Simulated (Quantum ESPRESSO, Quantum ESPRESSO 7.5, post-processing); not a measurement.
**Pd(100), 5 layers against a metal electrode, stepped through the charge of the slab**

What law, if any, do the results for Pd(100), 5 layers against a metal electrode follow against the charge of the slab?

Method: plane-wave DFT, PBE, GBRV ultrasoft pseudopotentials, in Quantum ESPRESSO 7.5.

This is a report of a sequence of runs, with most program output left out.

### 1. The structure

Symmetry: Fm-3m, No. 225, cubic system. The conventional cell has a = 3.890 Å, b = 3.890 Å, c = 3.890 Å, α = 90.00°, β = 90.00°, γ = 90.00°. Nearest to Pd lie 12 Pd at 2.75 Å.

Set-up: The slab is relaxed neutral, then held. ESM with bc3: vacuum below and a metal electrode about 6 Å above the top atoms. Cold smearing of 0.02 Ry. Charges are set per cell from the starting area. The slabs take the lattice constants of the bulk relaxed by the same program.

Members 2, 3, 4.5, 6, 7 and 8 took the same steps and show in the table alone.

### 2. Variable-cell relaxation of the reference

The bulk crystal is relaxed in cell and atoms; the members are built on its lattice constants.

ref.vc.in

```
&control
  prefix = 'ref.vc'
  outdir = './out'
  pseudo_dir = './pseudo'
  nstep = 40
  forc_conv_thr = 0.0003
  calculation = 'vc-relax'
/
&system
  ibrav = 0
  nat = 1
  ntyp = 1
  ecutwfc = 50
  ecutrho = 250
  occupations = 'smearing'
  smearing = 'mv'
  degauss = 0.02
/
&electrons
  conv_thr = 1e-09
  mixing_beta = 0.4
  electron_maxstep = 120
/
&ions
/
&cell
  press_conv_thr = 0.3
/
ATOMIC_SPECIES
  Pd  106.4200  pd_pbe_v1.4.uspp.F.UPF
CELL_PARAMETERS angstrom
  0.00000000000000 1.94500000000000 1.94500000000000
  1.94500000000000 0.00000000000000 1.94500000000000
  1.94500000000000 1.94500000000000 0.00000000000000
ATOMIC_POSITIONS crystal
  Pd  0.000000000000 0.000000000000 0.000000000000
K_POINTS automatic
  18 18 18 0 0 0
```

Started as:

```console
$ OMP_NUM_THREADS=1 mpirun -n 4 pw.x -nk 4 -in ref.vc.in > ref.vc.out
```

Run time: 18 s. Hardware: 4 MPI ranks of Arm Neoverse V1, shared host; peak memory 0.22 GiB.

The steps of the relaxation:

| step | energy less that of the first step (eV) | largest force (eV/Å) | volume (Å³) |
| --- | --- | --- | --- |
| 1 | 0.0000 | 0.0000 | 14.72 |
| 2 | -0.0144 | 0.0000 | 15.32 |
| 3 | -0.0144 | 0.0000 | 15.33 |
| 4 | -0.0154 | 0.0000 | 15.33 |

| conventional cell, symmetrised | before | after | change |
| --- | --- | --- | --- |
| a (Å) | 3.890 | 3.943 | +1.4 % |
| b (Å) | 3.890 | 3.943 | +1.4 % |
| c (Å) | 3.890 | 3.943 | +1.4 % |
| volume (Å³/atom) | 14.72 | 15.33 | +4.1 % |

Final coordinates:

```cif
data_structure
_symmetry_space_group_name_H-M 'P 1'
_symmetry_Int_Tables_number 1
_cell_length_a 2.7881
_cell_length_b 2.7881
_cell_length_c 2.7881
_cell_angle_alpha 60.000
_cell_angle_beta 60.000
_cell_angle_gamma 60.000
_cell_volume 15.33
loop_
_atom_site_label
_atom_site_type_symbol
_atom_site_fract_x
_atom_site_fract_y
_atom_site_fract_z
_atom_site_occupancy
Pd1 Pd 0.00000 0.00000 0.00000 1
```

 The last row is no step: it is a fresh SCF in the final cell with a new plane-wave basis, -1 meV from the row before.

This step gave:

```
free energy  : -2703.4946 eV
Fermi energy : 17.79 eV
```

### 3. Relaxing the ions of the reference

What the set-up leaves free in this member is relaxed.

System of this step: Pd(100), 5 layers. The cell holds 5 atoms: 5 Pd. Cell: a = 2.788 Å, b = 2.788 Å, c = 23.090 Å, α = 90.0°, β = 90.0°, γ = 90.0°. It derives from Pd. Vacuum lies along c.

ref.relax.in

```
&control
  prefix = 'ref.relax'
  outdir = './out'
  pseudo_dir = './pseudo'
  nstep = 40
  forc_conv_thr = 0.001
  calculation = 'relax'
/
&system
  ibrav = 0
  nat = 5
  ntyp = 1
  ecutwfc = 40
  ecutrho = 200
  occupations = 'smearing'
  smearing = 'mv'
  degauss = 0.02
/
&electrons
  conv_thr = 1e-08
  mixing_beta = 0.4
  electron_maxstep = 120
  mixing_mode = 'local-TF'
/
&ions
/
ATOMIC_SPECIES
  Pd  106.4200  pd_pbe_v1.4.uspp.F.UPF
CELL_PARAMETERS angstrom
  2.78812089694821 0.00000000000000 0.00000000000000
  0.00000000000000 2.78812089694821 0.00000000000000
  0.00000000000000 0.00000000000000 23.09036072829820
ATOMIC_POSITIONS crystal
  Pd  0.000000000000 0.000000000000 0.329236172081
  Pd  0.500000000000 0.500000000000 0.414618086040
  Pd  0.000000000000 0.000000000000 0.500000000000 0 0 0
  Pd  0.500000000000 0.500000000000 0.585381913960
  Pd  0.000000000000 0.000000000000 0.670763827919
K_POINTS automatic
  12 12 1 0 0 0
```

Started as:

```console
$ OMP_NUM_THREADS=1 mpirun -n 4 pw.x -nk 4 -in ref.relax.in > ref.relax.out
```

Wall time 6.7 min (4 MPI ranks); peak memory 0.61 GiB; 27 min of CPU time.

Relaxation path:

| step | energy less that of the first step (eV) | largest force (eV/Å) |
| --- | --- | --- |
| 1 | 0.0000 | 0.1234 |
| 2 | -0.0009 | 0.1026 |
| 3 | -0.0015 | 0.0820 |
| 4 | -0.0022 | 0.0531 |
| 5 | -0.0025 | 0.0401 |
| 6 | -0.0026 | 0.0430 |
| 7 | -0.0027 | 0.0424 |
| 8 | -0.0029 | 0.0377 |
| 9 | -0.0031 | 0.0265 |
| 10 | -0.0033 | 0.0052 |

The atoms that moved most (Å):

| atom | dx | dy | dz | length |
| --- | --- | --- | --- | --- |
| Pd1 | 0.000 | 0.000 | 0.030 | 0.030 |
| Pd5 | 0.000 | 0.000 | -0.030 | 0.030 |

Final coordinates:

```xyz
5
Lattice="2.7881 0.0000 0.0000 0.0000 2.7881 0.0000 0.0000 0.0000 23.0904" Properties=species:S:1:pos:R:3
Pd    0.0000    0.0000    7.6326
Pd    1.3941    1.3941    9.5783
Pd    0.0000    0.0000   11.5452
Pd    1.3941    1.3941   13.5120
Pd    0.0000    0.0000   15.4578
```

 On the free atoms the largest force ends at 0.005 eV/Å.

Read from the output:

```
free energy  : -13515.9031 eV
Fermi energy : 4.679 eV
```

### 4. SCF with pw.x, 0 ×10¹³ e/cm²

A run under open boundaries on these atoms gives the vacuum levels.

m2.esm.in

```
&control
  prefix = 'm2.esm'
  outdir = './out'
  pseudo_dir = './pseudo'
  calculation = 'scf'
  tprnfor = .true.
/
&system
  ibrav = 0
  nat = 5
  ntyp = 1
  ecutwfc = 40
  ecutrho = 200
  occupations = 'smearing'
  smearing = 'mv'
  degauss = 0.02
  assume_isolated = 'esm'
  esm_bc = 'bc3'
  tot_charge = 0.0
/
&electrons
  conv_thr = 1e-08
  mixing_beta = 0.25
  electron_maxstep = 160
  mixing_mode = 'local-TF'
  mixing_ndim = 12
/
ATOMIC_SPECIES
  Pd  106.4200  pd_pbe_v1.4.uspp.F.UPF
CELL_PARAMETERS angstrom
  2.78812089694821 0.00000000000000 0.00000000000000
  0.00000000000000 2.78812089694821 0.00000000000000
  0.00000000000000 0.00000000000000 23.09036072829820
ATOMIC_POSITIONS crystal
  Pd  0.000000000000 0.000000000000 -0.104486460758
  Pd  0.500000000000 0.500000000000 -0.020218349258
  Pd  0.000000000000 0.000000000000 0.064962172642
  Pd  0.500000000000 0.500000000000 0.150142694542
  Pd  0.000000000000 0.000000000000 0.234410806042
K_POINTS automatic
  12 12 1 0 0 0
```

Started as:

```console
$ OMP_NUM_THREADS=1 mpirun -n 4 pw.x -nk 4 -in m2.esm.in > m2.esm.out
```

Run time: 3.1 min. Hardware: 4 MPI ranks; peak memory 0.58 GiB; 12 min of CPU time.

This step gave:

| Property | Result |
| --- | --- |
| Fermi energy | -5.101 eV |
| vacuum line at the lower end of the cell, over the Fermi level | 5.100 eV |
| slope of the potential above | 1.00e-4 eV/Å |
| vacuum line at the upper end of the cell, over the Fermi level | 5.101 eV |

Electrostatic potential energy of an electron; zero at the Fermi level. Table of potential energy, planar mean by z:

z (Å), potential energy, planar mean (eV) and a bar from the least value:
```
    -11.5       5.10 ##############################
    -11.0       5.10 ##############################
    -10.5       5.10 ##############################
    -10.0       5.10 ##############################
     -9.5       5.10 ##############################
     -9.0       5.10 ##############################
     -8.5       5.10 ##############################
     -8.0       5.10 ##############################
     -7.5       5.10 ##############################
     -7.0       5.10 ##############################
     -6.5       5.10 ##############################
     -6.0       5.10 ##############################
     -5.5       5.09 ##############################
     -5.0       5.05 ##############################
     -4.5       4.93 ##############################
     -4.0       4.46 #############################
     -3.5       2.59 #########################
     -3.0      -3.95 ###########
     -2.5      -9.01 #
     -2.0      -6.45 ######
     -1.5      -1.19 #################
     -1.0      -5.27 #########
     -0.5      -9.23 
      0.0      -6.13 #######
      0.5      -1.23 #################
      1.0      -5.77 #######
      1.5      -9.38 
      2.0      -5.75 ########
      2.5      -1.23 #################
      3.0      -6.15 #######
      3.5      -9.23 
      4.0      -5.29 ########
      4.5      -1.19 #################
      5.0      -6.47 ######
      5.5      -9.01 #
      6.0      -3.92 ###########
      6.5       2.56 #########################
      7.0       4.47 #############################
      7.5       4.94 ##############################
      8.0       5.06 ##############################
      8.5       5.09 ##############################
      9.0       5.10 ##############################
      9.5       5.10 ##############################
     10.0       5.10 ##############################
     10.5       5.10 ##############################
     11.0       5.10 ##############################
```

Inside the slab this potential holds the local part of the pseudopotentials, which can be repulsive at the nuclei; only its value in the vacuum has a meaning of its own.

### 5. Self-consistent run, 1 ×10¹³ e/cm²

m3.esm.in is the input of step 4 with these lines changed:

```diff
@@ -1,3 +1,3 @@
 &control
-  prefix = 'm2.esm'
+  prefix = 'm3.esm'
   outdir = './out'
@@ -18,3 +18,3 @@
   esm_bc = 'bc3'
-  tot_charge = 0.0
+  tot_charge = 0.00757
 /
@@ -26,2 +26,3 @@
   mixing_ndim = 12
+  startingpot = 'file'
 /
```

Started as:

```console
$ cp -r out/m2.esm.save out/m3.esm.save
$ OMP_NUM_THREADS=1 mpirun -n 4 pw.x -nk 4 -in m3.esm.in > m3.esm.out
```

It took 2.1 min on 4 MPI ranks; peak memory 0.5 GiB; 8.3 min of CPU time.

Numbers from this step:

| Property | Result |
| --- | --- |
| Fermi energy | -5.914 eV |
| vacuum line at the lower end of the cell, over the Fermi level | 5.105 eV |
| slope of the potential above | 0.1767 eV/Å |
| vacuum line at the upper end of the cell, over the Fermi level | 5.915 eV |

Inside the slab this potential holds the local part of the pseudopotentials, which can be repulsive at the nuclei; only its value in the vacuum has a meaning of its own.

### 6. Self-consistent run, -1.5 ×10¹³ e/cm²

m1.esm.in is the input of step 5 with these lines changed:

```diff
@@ -1,3 +1,3 @@
 &control
-  prefix = 'm3.esm'
+  prefix = 'm1.esm'
   outdir = './out'
@@ -18,3 +18,3 @@
   esm_bc = 'bc3'
-  tot_charge = 0.00757
+  tot_charge = -0.01135
 /
```

Started as:

```console
$ cp -r out/m2.esm.save out/m1.esm.save
$ OMP_NUM_THREADS=1 mpirun -n 4 pw.x -nk 4 -in m1.esm.in > m1.esm.out
```

Wall time 2.1 min (4 MPI ranks); peak memory 0.5 GiB; 8.2 min of CPU time.

Numbers from this step:

| Property | Result |
| --- | --- |
| Fermi energy | -3.893 eV |
| vacuum line at the lower end of the cell, over the Fermi level | 5.099 eV |
| slope of the potential above | -0.2647 eV/Å |
| vacuum line at the upper end of the cell, over the Fermi level | 3.893 eV |

Inside the slab this potential holds the local part of the pseudopotentials, which can be repulsive at the nuclei; only its value in the vacuum has a meaning of its own.

### 7. Ground state, -3 ×10¹³ e/cm²

m0.esm.in is the input of step 6 with these lines changed:

```diff
@@ -1,3 +1,3 @@
 &control
-  prefix = 'm1.esm'
+  prefix = 'm0.esm'
   outdir = './out'
@@ -18,3 +18,3 @@
   esm_bc = 'bc3'
-  tot_charge = -0.01135
+  tot_charge = -0.0227
 /
```

Started as:

```console
$ cp -r out/m1.esm.save out/m0.esm.save
$ OMP_NUM_THREADS=1 mpirun -n 4 pw.x -nk 4 -in m0.esm.in > m0.esm.out
```

It took 2.5 min on 4 MPI ranks; peak memory 0.61 GiB.

Numbers from this step:

```
Fermi energy                                                   : -2.703 eV
vacuum line at the lower end of the cell, over the Fermi level : 5.098 eV
slope of the potential above                                   : -0.5295 eV/Å
vacuum line at the upper end of the cell, over the Fermi level : 2.703 eV
```

Inside the slab this potential holds the local part of the pseudopotentials, which can be repulsive at the nuclei; only its value in the vacuum has a meaning of its own.

### 8. The series side by side

The series in one table:

| the charge of the slab (positive: electrons removed) | electrode's level over the Fermi level (eV) | far face's level over the Fermi level (eV) | field in the gap (eV/Å) |
| --- | --- | --- | --- |
| -3 ×10¹³ e/cm² | 2.703 | 5.098 | -0.5295 |
| -1.5 ×10¹³ e/cm² | 3.893 | 5.099 | -0.2647 |
| 0 ×10¹³ e/cm² | 5.101 | 5.1 | 0.0001001 |
| 1 ×10¹³ e/cm² | 5.915 | 5.105 | 0.1767 |
| 2 ×10¹³ e/cm² | 6.733 | 5.107 | 0.3532 |
| 3 ×10¹³ e/cm² | 7.558 | 5.107 | 0.5298 |
| 4.5 ×10¹³ e/cm² | 8.804 | 5.105 | 0.7947 |
| 6 ×10¹³ e/cm² | 10.06 | 5.099 | 1.06 |
| 7 ×10¹³ e/cm² | 10.9 | 5.097 | 1.236 |
| 8 ×10¹³ e/cm² | 11.75 | 5.1 | 1.413 |

### 9. Worked from the printed numbers

Last interval: C = Δσ/ΔV = 0.00097 e/Å² / 0.846 V × 1602 = 1.84 µF/cm².

### 10. Summary of results

| Item | Value |
| --- | --- |
| mean capacitance at positive charge | 1.88 μF/cm² |
| effective gap ε₀/C | 4.71 Å |
| top atoms to electrode | 6.13 Å |

**Reading.** The series holds 10 members; mean capacitance at positive charge: 1.88 μF/cm²; effective gap ε₀/C: 4.71 Å; top atoms to electrode: 6.13 Å (PBE, GBRV ultrasoft). Interval by interval C lies between 1.84 and 1.97 µF/cm². The far face's level moves by 0.01 eV over the series: the slab screens like a metal, and averaged over the positive charges the image plane lies 1.42 Å above the top atoms. The labels count charge on the starting cell; on the relaxed cell the densities are 0.974 times as large. Vacuum fills the gap; ions don't answer the charge; added electrons can spill towards the electrode at the most negative charges.

[Logs are printed without paths, hosts, clocks, repeated set-up lines and the standing remarks that a program may print on its own settings, such as how far it seeks lower states.]

[Hosts, paths, dates, database ids (printed as entryN), source tags and the programs' standing remarks are cut or masked in the printed files.]

[Maps of the electrostatic potential energy from Ansatz leave out the sawtooth potential of an applied field or a dipole correction, so their vacuum need not be flat; planar profiles and work functions include it.]
